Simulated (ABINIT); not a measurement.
## BaTiO3 (P4mm): G0W0 with ABINIT, start to end

Wanted: ground state, empty states, screening and self-energy for BaTiO3 (P4mm).

Calculated with ABINIT 10.8.3; PBE and many-body steps on it, plane waves.

## Step 1: Set-up

The structure is tetragonal, space group P4mm (No. 99). The conventional cell has a = 3.990 Å, b = 3.990 Å, c = 4.023 Å, α = 90.00°, β = 90.00°, γ = 90.00°. Nearest to Ba lie 12 O at 2.80 to 2.87 Å. Ti has 6 O at 1.84 to 2.18 Å nearest. Nearest to O lie 2 Ti at 1.84 to 2.18 Å and 4 Ba at 2.82 Å. Nearest to O lie 2 Ti at 2.00 Å and 4 Ba at 2.80 to 2.87 Å. Farther neighbours and most contacts between anions are not listed.

The cell and positions come from the Crystallography Open Database and are kept as given unless a step says otherwise. Spin-orbit coupling is left out unless a step names it.

## Step 2: Ground state

This step: ABINIT 10.8.3; DFT, PBE, plane waves, norm-conserving pseudopotentials.

The ground-state density comes first.

run.abi reads:

```
acell 3*1.0 Angstrom
rprim 
  3.990480000000 0.000000000000 0.000000000000
  0.000000000000 3.990480000000 0.000000000000
  0.000000000000 0.000000000000 4.023030000000
ntypat 3
znucl 56 22 8
natom 5
typat 1 2 3 3 3
xred 
  0.000000000000 0.000000000000 0.000000000000
  0.500000000000 0.500000000000 0.522000000000
  0.500000000000 0.500000000000 0.979000000000
  0.500000000000 0.000000000000 0.488000000000
  0.000000000000 0.500000000000 0.488000000000
pp_dirpath "pseudos"
pseudos "Ba.upf, Ti.upf, O.upf"
ecut 38
ngkpt 6 6 6
nshiftk 1
shiftk 0 0 0
kptopt 1
chksymbreak 0
nband 26
occopt 1
tolvrs 1e-10
nstep 60
prtwf 0
indata_prefix "in"
outdata_prefix "out"
tmpdata_prefix "tmp"
```

Started as:

```
$ OMP_NUM_THREADS=1 mpirun -n 4 abinit run.abi > log
```

Numbers of over 12 decimals in the logs are rounded to 6 here.

The log of the run:

```text
.Version 10.8.3 of ABINIT. v10.8.2 released Aug 2026.

 Symmetries : space group P4 m m (# 99); Bravais tP (primitive tetrag.)
================================================================================
 Values of the parameters that define the memory need of the present run
     intxc =       0    ionmov =       0      iscf =       7    lmnmax =       6
     lnmax =       6     mgfft =      45  mpssoang =       3    mqgrid =    3001
     natom =       5  nloc_mem =       1    nspden =       1   nspinor =       1
    nsppol =       1      nsym =       8    n1xccc =    2501    ntypat =       3
    occopt =       1   xclevel =       2
-    mband =          26        mffmem =           1         mkmem =          10
       mpw =        4860          nfft =       91125          nkpt =          40
================================================================================
  Rough estimation (10% accuracy) of disk space for files :
================================================================================

--------------------------------------------------------------------------------
------------- Echo of variables that govern the present computation ------------
--------------------------------------------------------------------------------
 -outvars: echo values of preprocessed input variables --------
            acell      1.8897261259E+00  1.8897261259E+00  1.8897261259E+00 Bohr

      chksymbreak           0
             ecut      3.80000000E+01 Hartree
-          fftalg         312

              ixc     -101130
              kpt      0.00000000E+00  0.00000000E+00  0.00000000E+00
                       1.66666667E-01  0.00000000E+00  0.00000000E+00
                       3.33333333E-01  0.00000000E+00  0.00000000E+00
                       5.00000000E-01  0.00000000E+00  0.00000000E+00
                       1.66666667E-01  1.66666667E-01  0.00000000E+00
                       3.33333333E-01  1.66666667E-01  0.00000000E+00
                       5.00000000E-01  1.66666667E-01  0.00000000E+00
                       3.33333333E-01  3.33333333E-01  0.00000000E+00
                       5.00000000E-01  3.33333333E-01  0.00000000E+00
   [... 29 further rows ...]
                       5.00000000E-01  3.33333333E-01  5.00000000E-01
                       5.00000000E-01  5.00000000E-01  5.00000000E-01
         kptrlatt        6    0    0      0    6    0      0    0    6
          kptrlen      4.52454859E+01
P           mkmem          10
            natom           5
            nband          26
            ngfft          45      45      45
             nkpt          40
            nstep          60
             nsym           8
           ntypat           3
              occ      2.000000  2.000000  2.000000  2.000000  2.000000  2.000000
                       2.000000  2.000000  2.000000  2.000000  2.000000  2.000000
                       2.000000  2.000000  2.000000  2.000000  2.000000  2.000000
                       2.000000  2.000000  0.000000  0.000000  0.000000  0.000000
                       0.000000  0.000000
            prtwf           0
            rprim      3.9904800000E+00  0.0000000000E+00  0.0000000000E+00
[...]
spgroup          99

           tolvrs      1.00000000E-10

             xred      0.0000000000E+00  0.0000000000E+00  0.0000000000E+00
[...]
znucl       56.00000   22.00000    8.00000

================================================================================

 chkinp: Checking input parameters for consistency.

================================================================================
== DATASET  1 ==================================================================
-   mpi_nproc: 4, omp_nthreads: 1 (-1 if OMP is not activated)

--- !DatasetInfo
iteration_state: {dtset: 1, }
dimensions: {natom: 5, nkpt: 40, mband: 26, nsppol: 1, nspinor: 1, nspden: 1, mpw: 4860, }
cutoff_energies: {ecut:  38.0, pawecutdg:  -1.0, }
electrons: {nelect:   4.00000000E+01, charge:   0.00000000E+00, occopt:   1.00000000E+00, tsmear:   1.00000000E-02, }

 Real(R)+Recip(G) space primitive vectors, cartesian coordinates (Bohr,Bohr^-1):
 R(1)=  7.5409143  0.0000000  0.0000000  G(1)=  0.1326099  0.0000000  0.0000000
 R(2)=  0.0000000  7.5409143  0.0000000  G(2)=  0.0000000  0.1326099  0.0000000
 R(3)=  0.0000000  0.0000000  7.6024249  G(3)=  0.0000000  0.0000000  0.1315370
 Unit cell volume ucvol=  4.3231485E+02 bohr^3
 Angles (23,13,12)=  9.00000000E+01  9.00000000E+01  9.00000000E+01 degrees

 getcut: wavevector=  0.0000  0.0000  0.0000  ngfft=  45  45  45
         ecut(hartree)=     38.000   => boxcut(ratio)=   2.08566

--- Pseudopotential description ------------------------------------------------
- Ba Generated using ONCVPSP code by D. R. Hamann
- 56.00000  10.00000  171031                  znucl, zion, pspdat
12 -101130 2 -1 1958                          pspcod,pspxc,lmax,lloc,mmax
     nproj     2     2     2
  pspatm : epsatm=   26.75150155
         --- l  ekb(1:nproj) -->
[...]
pspatm: atomic psp has been read  and splines computed

- Ti Generated using ONCVPSP code by D. R. Hamann
- 22.00000  12.00000  171031                  znucl, zion, pspdat
12 -101130 2 -1 1586                          pspcod,pspxc,lmax,lloc,mmax
[...]
ETOT  8  -137.38552180558    -1.094E-03 6.889E-03 1.562E+00
 ETOT  9  -137.38580460696    -2.828E-04 4.046E-03 2.471E-01
 ETOT 10  -137.38585632205    -5.172E-05 6.390E-03 4.527E-03
 ETOT 11  -137.38585726138    -9.393E-07 3.822E-03 5.973E-05
 ETOT 12  -137.38585727248    -1.110E-08 4.984E-03 2.485E-06
 ETOT 13  -137.38585727308    -6.034E-10 7.272E-03 9.587E-08
 ETOT 14  -137.38585727311    -2.095E-11 3.122E-03 1.977E-09
 ETOT 15  -137.38585727310     7.958E-13 1.865E-03 1.240E-10
 ETOT 16  -137.38585727311    -2.530E-12 2.941E-03 1.979E-12

 At SCF step   16       vres2   =  1.98E-12 < tolvrs=  1.00E-10 =>converged.

 Cartesian components of stress tensor (hartree/bohr^3)
  sigma(1 1)= -1.06241850E-04  sigma(3 2)=  0.00000000E+00
  sigma(2 2)= -1.06241850E-04  sigma(3 1)=  0.00000000E+00
  sigma(3 3)= -1.82878802E-04  sigma(2 1)=  0.00000000E+00

--- !ResultsGS
iteration_state: {dtset: 1, }
comment   : Summary of ground state results
lattice_vectors:
- [  7.5409143,   0.0000000,   0.0000000, ]
- [  0.0000000,   7.5409143,   0.0000000, ]
- [  0.0000000,   0.0000000,   7.6024249, ]
lattice_lengths: [   7.54091,    7.54091,    7.60242, ]
lattice_angles: [ 90.000,  90.000,  90.000, ] # degrees, (23, 13, 12)
lattice_volume:   4.3231485E+02
convergence: {deltae: -2.530E-12, res2:  1.979E-12, residm:  2.941E-03, diffor: null, }
etotal    :  -1.37385857E+02
entropy   :   0.00000000E+00
fermie    :   2.46877495E-01
cartesian_stress_tensor: # hartree/bohr^3
- [ -1.06241850E-04,   0.00000000E+00,   0.00000000E+00, ]
- [  0.00000000E+00,  -1.06241850E-04,   0.00000000E+00, ]
- [  0.00000000E+00,   0.00000000E+00,  -1.82878802E-04, ]
pressure_GPa:   3.8773E+00
xred      :
- [  0.0000E+00,   0.0000E+00,   0.0000E+00, Ba]
- [  5.0000E-01,   5.0000E-01,   5.2200E-01, Ti]
- [  5.0000E-01,   5.0000E-01,   9.7900E-01,  O]
- [  5.0000E-01,   0.0000E+00,   4.8800E-01,  O]
- [  0.0000E+00,   5.0000E-01,   4.8800E-01,  O]
cartesian_forces: # hartree/bohr
- [ -0.00000000E+00,  -0.00000000E+00,   2.80910277E-03, ]
- [ -0.00000000E+00,  -0.00000000E+00,  -3.72901789E-03, ]
- [ -0.00000000E+00,  -0.00000000E+00,  -2.06776876E-05, ]
- [ -0.00000000E+00,  -0.00000000E+00,   4.70296401E-04, ]
- [ -0.00000000E+00,  -0.00000000E+00,   4.70296401E-04, ]
force_length_stats: {min:   2.06776876E-05, max:   3.72901789E-03, mean:   1.49987823E-03, }

 Integrated electronic density in atomic spheres:
 ------------------------------------------------
 Atom  Sphere_radius  Integrated_density
[...]
================================================================================

 ----iterations are completed or convergence reached----

 Mean square residual over all n,k,spin=   12.653E-06; max=  29.414E-04
 reduced coordinates (array xred) for    5 atoms
       0.000000000000      0.000000000000      0.000000000000
       0.500000000000      0.500000000000      0.522000000000
       0.500000000000      0.500000000000      0.979000000000
       0.500000000000      0.000000000000      0.488000000000
       0.000000000000      0.500000000000      0.488000000000
 rms dE/dt=  9.2570E-03; max dE/dt=  2.8332E-02; dE/dt below (all hartree)
    1       0.000000000000      0.000000000000     -0.021373208117
    2       0.000000000000      0.000000000000      0.028332363143
    3       0.000000000000      0.000000000000      0.000139985292
    4       0.000000000000      0.000000000000     -0.003592608346
    5       0.000000000000      0.000000000000     -0.003592608346

 cartesian coordinates (angstrom) at end:
    1      0.000000     0.000000     0.000000
    2      1.995240     1.995240     2.100022
    3      1.995240     1.995240     3.938546
    4      1.995240     0.000000     1.963239
    5      0.000000     1.995240     1.963239

 cartesian forces (hartree/bohr) at end:
[...]
frms,max,avg= 1.2176321E-03 3.7290179E-03   0.000E+00  0.000E+00  2.264E-06 h/b

 cartesian forces (eV/Angstrom) at end:
    1     -0.000000    -0.000000     0.144450
    2     -0.000000    -0.000000    -0.191754
    3     -0.000000    -0.000000    -0.00106329
    4     -0.000000    -0.000000     0.024184
    5     -0.000000    -0.000000     0.024184
 frms,max,avg= 6.2613158E-02 1.9175381E-01   0.000E+00  0.000E+00  1.164E-04 e/A
 length scales=  1.889726125908  1.889726125908  1.889726125908 bohr
              =  1.000000000000  1.000000000000  1.000000000000 angstroms
 prteigrs : about to open file out_EIG
 Fermi (or HOMO) energy (hartree) =   0.24688   Average Vxc (hartree)=  -0.42067
 Eigenvalues (hartree) for nkpt=  40  k points:
 kpt#   1, nband= 26, wtk=  0.00463, kpt=  0.0000  0.0000  0.0000 (reduced coord)
  -1.82902   -0.95838   -0.95571   -0.95571   -0.66700   -0.37437   -0.35146   -0.34702
  -0.12184   -0.12184   -0.12179    0.15967    0.16067    0.16067    0.19522    0.19522
   0.20348    0.23045    0.23326    0.23326    0.31491    0.32841    0.32841    0.40096
   0.42300    0.43021
 prteigrs : prtvol=0 or 1, do not print more k-points.

--- !EnergyTerms
iteration_state     : {dtset: 1, }
comment             : Components of total free energy in Hartree
kinetic             :  6.27812113529147E+01
hartree             :  2.99537990853779E+01
xc                  : -2.80678646837879E+01
Ewald energy        : -1.03492580402229E+02
psp_core            :  5.55329650225250E+00
local_psp           : -1.00807849955633E+02
non_local_psp       : -3.30586917200199E+00
total_energy        : -1.37385857273107E+02
total_energy_eV     : -3.73845962699373E+03
band_energy         : -1.05725584379354E+01

 Cartesian components of stress tensor (hartree/bohr^3)
  sigma(1 1)= -1.06241850E-04  sigma(3 2)=  0.00000000E+00
  sigma(2 2)= -1.06241850E-04  sigma(3 1)=  0.00000000E+00
  sigma(3 3)= -1.82878802E-04  sigma(2 1)=  0.00000000E+00

-Cartesian components of stress tensor (GPa)         [Pressure=  3.8773E+00 GPa]
- sigma(1 1)= -3.12574313E+00  sigma(3 2)=  0.00000000E+00
- sigma(2 2)= -3.12574313E+00  sigma(3 1)=  0.00000000E+00
- sigma(3 3)= -5.38048011E+00  sigma(2 1)=  0.00000000E+00

== END DATASET(S) ==============================================================
================================================================================

 -outvars: echo values of variables after computation  --------
           etotal     -1.3738585727E+02
            nband          26
             nkpt          40
          spgroup          99
 [... the other variables as echoed above ...]

 Calculation completed.
```

Wall time 83 s (4 MPI ranks of Arm Neoverse V1, shared host); peak memory 0.38 GiB; 5.5 min of CPU time.

Numbers from this step:

```yaml
total_energy: -3738.4596 eV
gap: 1.851 eV
k_of_the_valence_top: 0.5, 0.5, 0.5
k_of_the_conduction_bottom: 0, 0, 0
least_direct_gap: 2.222 eV
pressure: 3.877 GPa
```

The gap is indirect, with the least direct gap 0.37 eV higher.

The cutoff was set for levels, not for stress, so the pressure can be off by some GPa.

[end of part 1 of 3]

[Paths, hosts, dates, memory and timing lines, banners, echoed tables and standing remarks are left out of the program output.]

[Logs are printed without paths, hosts, clocks, repeated set-up lines and the standing remarks that a program may print on its own settings, such as how far it seeks lower states.]

[Runs of the session that timed out or met a known fault of the program may be left out.]

[Hosts, paths, dates, database ids (printed as entryN), source tags and the programs' standing remarks are cut or masked in the printed files.]

[G0W0 gaps are taken among the corrected bands and points alone; a level outside them can change the order at an edge.]

[Where Ansatz stands beside ABINIT at settings called matched, ABINIT's density can come from a denser mesh and the files from another edition; pairs whose starting gaps differed by over 0.03 eV were left out, so agreement reads better than it is.]
